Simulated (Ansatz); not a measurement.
**BaCeSe3 (model cell, started as cubic perovskite with Ce in the octahedra): a soft mode frozen in**

Wanted: the energy along a soft mode of BaCeSe3 (model cell, started as cubic perovskite with Ce in the octahedra) and the structure at the end.

Main program and level: Ansatz 0.2.0; DFT PBEsol, scalar-relativistic, plane waves, PAW; PAW set soft_1.

The structure was built from a prototype and need not be the compound's stable phase.

## Step 1: The starting structure

It takes space group Pm-3m (No. 221, cubic). The conventional cell has a = 5.463 Å, b = 5.463 Å, c = 5.463 Å, α = 90.00°, β = 90.00°, γ = 90.00°. Nearest to Ba lie 12 Se at 3.86 Å. Nearest to Ce lie 6 Se at 2.73 Å. Se has 2 Ce at 2.73 Å and 4 Ba at 3.86 Å nearest. Farther neighbours and most contacts between anions are not listed.

## Step 2: The dispersion

The cell comes from relaxations at this level that are not shown. Stability and thermal properties need the whole zone. Linear response on a 2×2×2 q mesh gives force constants as far as a supercell of that size would, and the tensors from the zone-centre run are typed in so that the long-range dipole term is interpolated apart.

Input file input.yaml:

```yaml
crystal:
  lattice:
    - [5.4631095288, 0.0, 0.0]
    - [0.0, 5.4631095288, 0.0]
    - [0.0, 0.0, 5.4631095288]
  atoms:
    - { symbol: Ba, position: [0.0, 0.0, 0.0] }
    - { symbol: Ce, position: [0.5, 0.5, 0.5] }
    - { symbol: Se, position: [0.5, 0.5, 0.0] }
    - { symbol: Se, position: [0.5, 0.0, 0.5] }
    - { symbol: Se, position: [0.0, 0.5, 0.5] }
kpoints:
  mp_grid: { grid: [8, 8, 8] }
hamiltonian:
  xc: pbesol
  pseudopotentials: { kind: paw, azcp: { folder: soft_1 }, xc_functional: pbe }
scf:
  occupations: { method: fixed }
output:
  eigenvalues: true
phonons:
  method: dfpt
  qmesh: [2, 2, 2]
  temperatures: { t_max: 1000, t_step: 50 }
  qpath:
    path:
      - [[0.0, 0.0, 0.0], [0.0, 0.5, 0.0], [0.5, 0.5, 0.0], [0.0, 0.0, 0.0], [0.5, 0.5, 0.5], [0.0, 0.5, 0.0]]
      - [[0.5, 0.5, 0.5], [0.5, 0.5, 0.0]]
    npoints: 10
  non_analytic_term:
    high_frequency_dielectric_tensor: [[10.9307, 0.0, 0.0], [0.0, 10.9307, 0.0], [0.0, 0.0, 10.9307]]
    born_effective_charges:
      - { species: Ba, tensor: [[3.0544, 0.0, 0.0], [0.0, 3.0544, 0.0], [0.0, 0.0, 3.0544]] }
      - { species: Ce, tensor: [[6.9098, 0.0, 0.0], [0.0, 6.9098, 0.0], [0.0, 0.0, 6.9098]] }
      - { species: Se, tensor: [[-1.8407, 0.0, 0.0], [0.0, -1.8407, 0.0], [0.0, 0.0, -6.2829]] }
      - { species: Se, tensor: [[-1.8407, 0.0, 0.0], [0.0, -6.2829, 0.0], [0.0, 0.0, -1.8407]] }
      - { species: Se, tensor: [[-6.2829, 0.0, 0.0], [0.0, -1.8407, 0.0], [0.0, 0.0, -1.8407]] }
    source: "zone-centre run at this cell"
```

Command:

```sh
ansatz run input.yaml --threads 4 --pin off --max-ram 16384MiB --backend cpu --events-out ev --progress --plain --runs-dir out
```

Numbers of over 12 decimals in the logs are rounded to 6 here.

The program printed:

```text
Engine: ansatz 0.2.0, aarch64-unknown-linux-gnu
Pseudopotentials: kind: paw
Pseudopotential: Ba, paw, valence charge 10, recommended cutoff 420 eV (normal), soft_1/Ba.paw.azcp
Pseudopotential: Ce, paw, valence charge 12, recommended cutoff 420 eV (normal), soft_1/Ce.paw.azcp
Pseudopotential: Se, paw, valence charge 16, recommended cutoff 420 eV (normal), soft_1/Se.paw.azcp
Functional definition: PBEsol
  exchange = pbesol_x
  correlation = pbesol_c
Crystal: 5 atoms, lattice volume = 163.050 Å³
Basis set: ecut = 420 eV, 3191 PW (Γ), exchange–correlation on 80×80×80 points (8 copies of the dense FFT grid, shifted against one another)
Bands: 42, of which v1, the nominal top of the filled ones, is band 35 counted from 1 (34 counted from 0)
Symmetry: 48 space group operations
k-points: 35 of 512
Non-local potential: Ba, projectors of the file, l = 0: 3, l = 1: 2, l = 2: 2, l = 3: 2
Non-local potential: Ce, projectors of the file, l = 0: 3, l = 1: 2, l = 2: 2, l = 3: 3
Non-local potential: Se, projectors of the file, l = 0: 2, l = 1: 2, l = 2: 3, l = 3: 1
PAW form: soft (Blöchl's): semilocal exchange-correlation on the pseudo side does not see the compensation charge
PAW frozen core: Ba, regenerated for the run's functional, and the local potential with it (the file was generated under x = pbe(κ = 0.804, μ = 0.219515), c = pbe(β = 0.066725))
PAW frozen core: Ce, regenerated for the run's functional, and the local potential with it (the file was generated under x = pbe(κ = 0.804, μ = 0.219515), c = pbe(β = 0.066725))
PAW frozen core: Se, regenerated for the run's functional, and the local potential with it (the file was generated under x = pbe(κ = 0.804, μ = 0.219515), c = pbe(β = 0.066725))
PAW one-centre angular grid: Ba, 194 points (default); XC on 64 Gauss nodes
PAW one-centre angular grid: Ce, 590 points (default); XC on 64 Gauss nodes
PAW one-centre angular grid: Se, 590 points (default); XC on 64 Gauss nodes
Initial density: superposition of atomic densities (chi_scale 0.1, normalization cell, long waves kept (reshape's long-wave potential 0.00 eV rms))
Initial wavefunctions: pseudopotential atomic-orbital guess
Functional: x = pbesol(κ = 0.804, μ = 0.123457), c = pbesol(β = 0.046)
SCF iter   1: F=—  HF=-28637.877054 eV  |F-HF|=—  |Δ(HF+E_count)|=         —  Δρ=3.39e-1  dr2=3.12e2  ethr=3.10e-3  ⟨swp⟩=4.1  Hψ=4778  notcnv=0  defer=109
preconditioner: auto → Resta (q_TF=auto, 2.370 Å⁻¹)  ε∞=8.6  [insulator: Δε(μ)=0.000 eV  Ē_g=5.795 eV  n_scr=32 (ndim 8)  ℏωp=15.9 eV  f_vac=0.000  ε∞_Penn≈8.6]
SCF iter   2: F=—  HF=-28676.432320 eV  |F-HF|=—  |Δ(HF+E_count)|=    3.86e1  Δρ=2.04e-1  dr2=8.65e1  ethr=3.10e-3  ⟨swp⟩=6.0  Hψ=6099  notcnv=0  defer=150
SCF iter   3: F=—  HF=-28649.227397 eV  |F-HF|=—  |Δ(HF+E_count)|=    2.72e1  Δρ=1.42e-1  dr2=4.21e1  ethr=3.10e-3  ⟨swp⟩=4.5  Hψ=4016  notcnv=0  defer=142
SCF iter   4: F=—  HF=-28629.633771 eV  |F-HF|=—  |Δ(HF+E_count)|=    1.96e1  Δρ=4.80e-2  dr2=4.70e0  ethr=3.10e-3  ⟨swp⟩=4.2  Hψ=3744  notcnv=0  defer=84
SCF iter   5: F=—  HF=-28630.910297 eV  |F-HF|=—  |Δ(HF+E_count)|=    1.28e0  Δρ=1.90e-1  dr2=8.70e1  ethr=3.10e-3  ⟨swp⟩=4.0  Hψ=3319  notcnv=0  defer=97  recentre
SCF iter   6: F=—  HF=-28631.150430 eV  |F-HF|=—  |Δ(HF+E_count)|=   2.40e-1  Δρ=6.28e-2  dr2=9.38e0  ethr=3.10e-3  ⟨swp⟩=4.2  Hψ=3965  notcnv=0  defer=127
SCF iter   7: F=—  HF=-28629.346028 eV  |F-HF|=—  |Δ(HF+E_count)|=    1.80e0  Δρ=4.04e-2  dr2=3.87e0  ethr=3.10e-3  ⟨swp⟩=3.5  Hψ=2998  notcnv=0  defer=110
SCF iter   8: F=—  HF=-28628.688534 eV  |F-HF|=—  |Δ(HF+E_count)|=   6.57e-1  Δρ=5.56e-3  dr2=7.20e-2  ethr=3.10e-3  ⟨swp⟩=3.6  Hψ=3267  notcnv=0  defer=79
SCF iter   9: F=—  HF=-28628.681248 eV  |F-HF|=—  |Δ(HF+E_count)|=   7.29e-3  Δρ=5.46e-4  dr2=5.92e-4  ethr=1.03e-4  ⟨swp⟩=2.9  Hψ=1837  notcnv=0  defer=124
SCF iter  10: F=—  HF=-28628.687417 eV  |F-HF|=—  |Δ(HF+E_count)|=   6.17e-3  Δρ=5.80e-3  dr2=7.87e-2  ethr=8.46e-7  ⟨swp⟩=3.6  Hψ=3121  notcnv=0  defer=156
SCF iter  11: F=—  HF=-28628.681705 eV  |F-HF|=—  |Δ(HF+E_count)|=   5.71e-3  Δρ=1.85e-3  dr2=8.24e-3  ethr=8.46e-7  ⟨swp⟩=4.9  Hψ=3868  notcnv=0  defer=151
SCF iter  12: F=—  HF=-28628.681090 eV  |F-HF|=—  |Δ(HF+E_count)|=   6.16e-4  Δρ=6.94e-4  dr2=1.15e-3  ethr=8.46e-7  ⟨swp⟩=2.3  Hψ=2198  notcnv=0  defer=144
SCF iter  13: F=—  HF=-28628.680997 eV  |F-HF|=—  |Δ(HF+E_count)|=   9.27e-5  Δρ=1.86e-4  dr2=8.13e-5  ethr=8.46e-7  ⟨swp⟩=2.2  Hψ=1671  notcnv=0  defer=144
SCF iter  14: F=—  HF=-28628.680992 eV  |F-HF|=—  |Δ(HF+E_count)|=   4.72e-6  Δρ=1.73e-5  dr2=7.27e-7  ethr=1.16e-7  ⟨swp⟩=1.8  Hψ=1534  notcnv=0  defer=92
SCF iter  15: F=—  HF=-28628.680991 eV  |F-HF|=—  |Δ(HF+E_count)|=   1.15e-6  Δρ=1.55e-5  dr2=6.04e-7  ethr=1.04e-9  ⟨swp⟩=1.9  Hψ=1599  notcnv=0  defer=62
SCF iter  16: F=—  HF=-28628.680991 eV  |F-HF|=—  |Δ(HF+E_count)|=   4.98e-8  Δρ=1.39e-6  dr2=4.98e-9  ethr=8.63e-10  ⟨swp⟩=1.8  Hψ=1525  notcnv=0  defer=62
SCF iter  17: F=—  HF=-28628.680991 eV  |F-HF|=—  |Δ(HF+E_count)|=  5.75e-10  Δρ=4.53e-7  dr2=4.88e-10  ethr=7.11e-12  ⟨swp⟩=2.2  Hψ=2621  notcnv=0  defer=62
SCF iter  18: F=—  HF=-28628.680991 eV  |F-HF|=—  |Δ(HF+E_count)|=  3.64e-11  Δρ=1.09e-7  dr2=3.01e-11  ethr=1.00e-12  ⟨swp⟩=1.9  Hψ=1663  notcnv=0  defer=62
SCF iter  19: F=—  HF=-28628.680991 eV  |F-HF|=—  |Δ(HF+E_count)|=    0.00e0  Δρ=7.07e-8  dr2=1.51e-11  ethr=1.00e-12  ⟨swp⟩=11.0  Hψ=8278  notcnv=0
SCF iter  20: F=-28628.680991 eV  HF=-28628.680991 eV  |F-HF|=7.28e-12  |Δ(HF+E_count)|=  7.28e-12  Δρ=4.23e-9  dr2=8.06e-14  ethr=1.00e-12  ⟨swp⟩=4.9  Hψ=5453  notcnv=0
SCF 1 converged in 20 iterations: F = -28628.680991 eV  dr2 = 8.06e-14
  greatest PAW one-centre occupation: 1.000 electrons in one spin orbital (limit 2), on the Se atom at site 3 (counted from 0), in its partial waves of l = 2
NSCF: frozen V_eff on 35 k-points
NSCF: frozen V_eff on 125 k-points
DFPT response loops at q = (0, 0, 0) (fractional): preconditioner auto → Resta (q_TF=auto, 2.370 Å⁻¹)  ε∞=9.3 (no band partly filled); β = 1.00, the filter's whole step (`scf.mixing.beta` (0.50) is not read by the response loops at its default; to damp them type it under 1.00, their step now; it binds the ground state too); Broyden in place of MSR1
NSCF: frozen V_eff on 250 k-points
DFPT response loops at q = (0, 0, -0.5) (fractional): mixed as the last ones told, above
NSCF: frozen V_eff on 250 k-points
DFPT response loops at q = (0, -0.5, -0.5) (fractional): mixed as the last ones told, above
NSCF: frozen V_eff on 250 k-points
DFPT response loops at q = (-0.5, -0.5, -0.5) (fractional): mixed as the last ones told, above
SCF converged after 20 iterations
Free energy (F): -28628.680991 eV
Harris-Foulkes:  -28628.680991 eV  (|F-HF|=7.28e-12)
Internal energy: -28628.680991 eV  (E = F + TS)
E sigma→0 (E₀):  -28628.680991 eV
Fermi energy:    7.426615 eV
--- Per-component energies (eV) ---
  E_band       = -1287.496282
  E_kinetic    = 728.009493
  E_local      = -10011.009226  (includes V_loc(G=0)·N_el)
  E_nonlocal   = -857.399592
  E_hartree    = 5060.874780
  E_xc         = -595.696126
  E_vxc        = -570.362748  (∫ρ·V_xc dr)
  E_paw        = -16857.236511  (= ΣΔE_a)
  E_vpaw       = -698.482611  (= ΣTr[D̂ρ^β])
  E_aug_tail   = -0.001143  (compensation charges beyond the density's cutoff)
  E_ewald      = -6099.625310
  E_core_change = 3.402643  (= ΣΔE_core)
  E_smearing   = -0.000000  (= −TS)
  E_closure    = 0.000000  (closes the sum)
  Σ components = -28628.680991   (vs F -28628.680991, Δ=0.00e0)
--- Band table (eV; the first three rows and the last of 35) ---
  k-point 0: bands = [... 31 lower, 6.1428, 6.7215, 6.7215, 6.7215, 8.1871, 8.5379, 8.5379, 8.5379, ... 3 higher]
  k-point 1: bands = [... 31 lower, 6.0513, 6.4116, 6.7070, 6.7070, 8.1825, 8.3992, 8.3992, 8.5102, ... 3 higher]
  k-point 2: bands = [... 31 lower, 5.8092, 5.8552, 6.6854, 6.6854, 8.1727, 8.2968, 8.2968, 8.4719, ... 3 higher]
  k-point 34: bands = [... 31 lower, 4.4298, 7.4266, 7.4266, 7.4266, 8.1201, 8.1653, 8.1653, 8.1653, ... 3 higher]
--- Phonons (Γ-DFPT): 4 representative perturbations + reference (Σ response iterations 12) ---
  ASR residual: 9.811e-5 → 0.000e0 eV/Å²; symmetrization residual: 1.002e-5 eV/Å²
  ASR residual per site (eV/Å²): 9.81e-5 1.40e-5 3.70e-5 3.70e-5 3.70e-5
  Γ frequencies (cm⁻¹): -51.05 -51.05 -51.05 -40.23 -40.23 -40.23 0.00 0.00 0.00 57.44 57.44 57.44 224.38 224.38 224.38
--- Phonons (arbitrary-q DFPT): 4 irreducible q on the 2×2×2 mesh ---
  q = [0.0000, 0.0000, 0.0000] (star 1, of the zone-centre solve; hermiticity 1.87e-6, symmetrization 7.46e-12): -51.05 -51.05 -51.05 -40.23 -40.23 -40.23 -0.00 -0.00 0.00 57.44 57.44 57.44 224.38 224.38 224.38
  q = [0.0000, 0.0000, -0.5000] (star 3, 9 solved perturbations in 975 linear systems a pass and spin channel, the states on 125 of 512 k-point pairs; hermiticity 1.58e-6, symmetrization 8.88e-12): -42.92 -42.92 -30.38 -30.38 -23.72 41.55 41.55 44.47 50.44 50.44 52.66 170.91 224.87 224.87 237.20
  q = [0.0000, -0.5000, -0.5000] (star 3, 9 solved perturbations in 975 linear systems a pass and spin channel, the states on 125 of 512 k-point pairs; hermiticity 3.20e-7, symmetrization 4.29e-13): -66.78 -48.83 -48.83 -23.38 28.10 28.10 48.75 48.75 50.87 79.38 173.42 173.42 195.59 225.43 243.86
  q = [-0.5000, -0.5000, -0.5000] (star 1, 4 solved perturbations in 350 linear systems a pass and spin channel, the states on 125 of 512 k-point pairs; hermiticity 1.23e-7, symmetrization 1.04e-11): -70.34 -70.34 -70.34 -40.51 -40.51 -40.51 77.37 77.37 77.37 175.05 175.05 175.05 191.69 191.69 249.70
  sum rule: each row above includes the acoustic sum rule's correction from the zone centre's row sums; it moved no ω² by more than (0.44 cm⁻¹)²
  mesh force constants: q→R imaginary residual 4.46e-18; ASR residual 9.811e-5 → 0.000e0 eV/Å²; symmetrization residual 1.243e-14 eV/Å²
  interpolated dispersion: 63 rows × 15 modes
  density of states and harmonic sums: on the 12×12×12 q-mesh, interpolated from the force constants of a 2×2×2 supercell (with the dipole–dipole term of supplied tensors)
  largest difference from the sums on the solved wave vectors: F 4.29e-2 eV, S 4.69e-5 and C_V 1.95e-5 eV/K
  zero-point energy: 0.075444 eV/cell   skipped modes (ω ≤ 0): 445, of them read as no rigid motion or as one in doubt: 442 (5.295e0 modes/cell left out, lowest -70.34 cm⁻¹)   left out of the sums: 3.53e-1 of the cell's modes: C_V's classical limit lies that fraction below 3 k_B per atom; for a crystal, a wire or a layer, F and S can be off by more, and a phonons.interpolated_qmesh denser along its periods is the remedy for the sampling
```

Run time: 8.5 min. Hardware: 4 threads of Arm Neoverse V2, shared host; peak memory 2.4 GiB.

In the SCF lines HF is the Harris–Foulkes energy and dr2 the Hartree energy of the density residual, in eV; the loop may stop once dr2 is under the threshold and the program's other checks hold. Hψ counts applications of the Hamiltonian.

This step gave:

| Item | Value |
| --- | --- |
| gap on the k-mesh | 0.6935 eV |
| volume per atom | 32.61 Å³ |
| sum-rule residual before enforcement | 9.81e-5 eV/Å² |
| lowest frequency on the path | -70.34 cm⁻¹ |
| point group | m-3m |
| highest frequency on the path or at a solved wavevector | 270.7 cm⁻¹ |
| highest optical mode at the zone centre (no LO-TO term) | 224.4 cm⁻¹ |
| lowest optical zone-centre mode | -51.05 cm⁻¹ |
| lowest mode on the q mesh (acoustic modes at Γ apart) | -70.34 cm⁻¹ |

Frequencies (cm⁻¹) solved at each irreducible wavevector; negative means imaginary. Frequencies by wavevector, by row:

| q in reciprocal lattice units | star | mode 1 | mode 2 | mode 3 | mode 4 | mode 13 | mode 14 | mode 15 |
| --- | --- | --- | --- | --- | --- | --- | --- | --- |
| 0 0 0 | 1 | -51 | -51 | -51 | -40.2 | 224.4 | 224.4 | 224.4 |
| 0 0 -0.5 | 3 | -42.9 | -42.9 | -30.4 | -30.4 | 224.9 | 224.9 | 237.2 |
| 0 -0.5 -0.5 | 3 | -66.8 | -48.8 | -48.8 | -23.4 | 195.6 | 225.4 | 243.9 |
| -0.5 -0.5 -0.5 | 1 | -70.3 | -70.3 | -70.3 | -40.5 | 191.7 | 191.7 | 249.7 |

Interpolated from a 2×2×2 q mesh, with the LO-TO term (at Γ the limit along the path; where Γ stands inside the path, tables give the limit on arrival). Phonon branches along the path, in cm⁻¹:

| point | branch 1 | branch 2 | branch 3 | branch 4 | branch 12 | branch 13 | branch 14 | branch 15 |
| --- | --- | --- | --- | --- | --- | --- | --- | --- |
| Γ | -51 | -51 | -40 | -40 | 71 | 224 | 224 | 271 |
| halfway | -48 | -48 | -33 | -33 | 118 | 225 | 225 | 259 |
| X | -43 | -43 | -30 | -30 | 171 | 225 | 225 | 237 |
| halfway | -57 | -43 | -40 | -36 | 172 | 208 | 225 | 248 |
| M | -67 | -49 | -49 | -23 | 173 | 196 | 225 | 244 |
| halfway | -53 | -44 | -43 | -32 | 121 | 214 | 225 | 259 |
| Γ | -51 | -51 | -40 | -40 | 71 | 224 | 224 | 271 |
| halfway | -52 | -51 | -51 | -33 | 123 | 215 | 215 | 261 |
| R | -70 | -70 | -70 | -40 | 175 | 192 | 192 | 250 |
| halfway | -58 | -57 | -49 | -38 | 173 | 204 | 215 | 254 |
| X | -43 | -43 | -30 | -30 | 171 | 225 | 225 | 237 |
| jump to R | -70 | -70 | -70 | -40 | 175 | 192 | 192 | 250 |
| halfway | -69 | -58 | -58 | -36 | 174 | 194 | 210 | 251 |
| M | -67 | -49 | -49 | -23 | 173 | 196 | 225 | 244 |

Symmetry leaves 4 wavevectors to solve. The lowest mode among them, the acoustic zeros apart, lies at q = (-0.5, -0.5, -0.5) and is imaginary, 70.3i cm⁻¹, so the energy falls along it.

## Step 3: The mode frozen in, largest atomic shift 0 Å

The mode followed lies at q = (-0.5, -0.5, -0.5) with frequency 70.3i cm⁻¹ and is 3-fold degenerate, the softest among the wavevectors solved. At small amplitude the distorted cell has space group no. 140 by a symmetry search on the positions. The undistorted cell that holds it gives the zero of energy on the same k mesh.

System of this step: BaCeSe3 (model cell, started as cubic perovskite with Ce in the octahedra). The structure is cubic, space group Pm-3m (No. 221). The conventional cell has a = 5.463 Å, b = 5.463 Å, c = 5.463 Å, α = 90.00°, β = 90.00°, γ = 90.00°. Ba has 12 Se at 3.86 Å nearest. Nearest to Ce lie 6 Se at 2.73 Å. Se has 2 Ce at 2.73 Å and 4 Ba at 3.86 Å nearest. Farther neighbours and most contacts between anions are not listed.

Input file input.yaml:

```yaml
crystal:
  lattice:
    - [5.4631095288, 5.4631095288, 0.0]
    - [5.4631095288, 0.0, 5.4631095288]
    - [5.4631095288, 0.0, -5.4631095288]
  atoms:
    - { symbol: Ba, position: [0.0, 0.0, 0.0] }
    - { symbol: Ba, position: [0.0, 0.5, 0.5] }
    - { symbol: Ce, position: [0.5, 0.25, 0.75] }
    - { symbol: Ce, position: [0.5, 0.75, 0.25] }
    - { symbol: Se, position: [0.5, 0.0, 0.0] }
    - { symbol: Se, position: [0.5, 0.5, 0.5] }
    - { symbol: Se, position: [0.0, 0.5, 0.0] }
    - { symbol: Se, position: [0.0, 0.0, 0.5] }
    - { symbol: Se, position: [0.5, 0.0, 0.5] }
    - { symbol: Se, position: [0.5, 0.5, 1.0] }
kpoints:
  mp_grid: { grid: [6, 6, 6] }
hamiltonian:
  xc: pbesol
  pseudopotentials: { kind: paw, azcp: { folder: soft_1 }, xc_functional: pbe }
scf:
  occupations: { method: gaussian, width: 0.02 }
output:
  forces: true
  stress: true
  eigenvalues: true
```

The program printed:

```text
band count auto-derived: 89 (N_el = 140.0; filled up to band 70; 84 by the electrons, moments and atoms)
[...]
Crystal: 10 atoms, lattice volume = 326.099 Å³
Basis set: ecut = 420 eV, 6375 PW (Γ), exchange–correlation on 108×108×108 points (8 copies of the dense FFT grid, shifted against one another)
[...]
k-point 0: bands = [... 66 lower, 6.7215, 7.4266, 7.4266, 7.4266, 8.1202, 8.1654, 8.1654, 8.1654, ... 15 higher]
  k-point 1: bands = [... 66 lower, 6.5940, 7.1675, 7.1675, 7.2839, 8.1315, 8.1816, 8.1820, 8.1820, ... 15 higher]
  k-point 2: bands = [... 66 lower, 6.3819, 6.7214, 6.7214, 6.9798, 8.1501, 8.1719, 8.1971, 8.1971, ... 15 higher]
  k-point 15: bands = [... 66 lower, 6.3015, 6.5495, 6.6173, 7.0275, 8.1642, 8.1680, 8.1978, 8.2011, ... 15 higher]
[key lines of the parts left out:]
SCF converged after 12 iterations
Free energy (F): -57257.361959 eV
Fermi energy:    7.773711 eV
P = ⅓ Tr σ = 0.0035 GPa (0.035 kbar)
```

It took 8.6 s on 4 threads; peak memory 1.2 GiB.

Numbers from this step:

- pressure: 0.003512 GPa
- gap on the k-mesh: 0.6936 eV
- energy from the undistorted cell: 0 meV/atom

At this level the gap is 0.69 eV on the k-mesh of the self-consistent run, which can miss the band edges.

## Step 4: The mode frozen in, largest atomic shift 0.6 Å

The atoms are moved along the unstable eigenvector, the largest shift by 0.6 Å, with the cell fixed.

input.yaml, the sections that differ from step 3:

```yaml
crystal:
  lattice:
    - [5.4631095288, 5.4631095288, 0.0]
    - [5.4631095288, 0.0, 5.4631095288]
    - [5.4631095288, 0.0, -5.4631095288]
  atoms:
    - { symbol: Ba, position: [0.0, 0.0, 0.0] }
    - { symbol: Ba, position: [0.0, 0.5, 0.5] }
    - { symbol: Ce, position: [0.5, 0.25, 0.75] }
    - { symbol: Ce, position: [0.5, 0.75, 0.25] }
    - { symbol: Se, position: [0.5, -0.054913781, -0.054913781] }
    - { symbol: Se, position: [0.5, 0.554913781, 0.554913781] }
    - { symbol: Se, position: [0.0, 0.5, 0.0] }
    - { symbol: Se, position: [0.0, 0.0, 0.5] }
    - { symbol: Se, position: [0.5, 0.054913781, 0.445086219] }
    - { symbol: Se, position: [0.5, 0.445086219, 1.054913781] }
# kpoints, hamiltonian, scf, output: as in step 3
```

The program printed:

```text
[...]
Crystal: 10 atoms, lattice volume = 326.099 Å³
Basis set: ecut = 420 eV, 6375 PW (Γ), exchange–correlation on 108×108×108 points (8 copies of the dense FFT grid, shifted against one another)
Bands: 89, of which v1, the nominal top of the filled ones, is band 70 counted from 1 (69 counted from 0)
Symmetry: 16 space group operations
[...]
k-points: 30 of 216
[...]
k-point 0: bands = [... 66 lower, 6.5230, 6.5230, 6.9619, 6.9619, 7.8657, 7.9003, 7.9098, 7.9098, ... 15 higher]
  k-point 1: bands = [... 66 lower, 6.4634, 6.5863, 6.8348, 6.8831, 7.8701, 7.8999, 7.9203, 7.9222, ... 15 higher]
  k-point 2: bands = [... 66 lower, 6.4006, 6.5530, 6.6288, 6.6619, 7.8791, 7.8935, 7.9323, 7.9390, ... 15 higher]
  k-point 29: bands = [... 66 lower, 6.3291, 6.5208, 6.5208, 6.7740, 7.8777, 7.8862, 7.9183, 7.9183, ... 15 higher]
[key lines of the parts left out:]
SCF converged after 14 iterations
Free energy (F): -57258.019305 eV
Fermi energy:    7.468671 eV
P = ⅓ Tr σ = -1.1213 GPa (-11.213 kbar)
```

It took 22 s on 4 threads; peak memory 1.4 GiB.

Numbers from this step:

```yaml
pressure: -1.121 GPa
gap_on_the_k_mesh: 0.7944 eV
energy_from_the_undistorted_cell: -65.73 meV/atom
```

The energy, extrapolated to zero smearing, is -65.73 meV/atom against the undistorted cell.

The run ends at a pressure of -1.12 GPa, with forces up to 0.29 eV/Å.

(Continued in part 2 of 2.)

[Logs are printed without paths, hosts, clocks, repeated set-up lines and the standing remarks that a program may print on its own settings, such as how far it seeks lower states.]

[Hosts, paths, dates, database ids (printed as entryN), source tags and the programs' standing remarks are cut or masked in the printed files.]
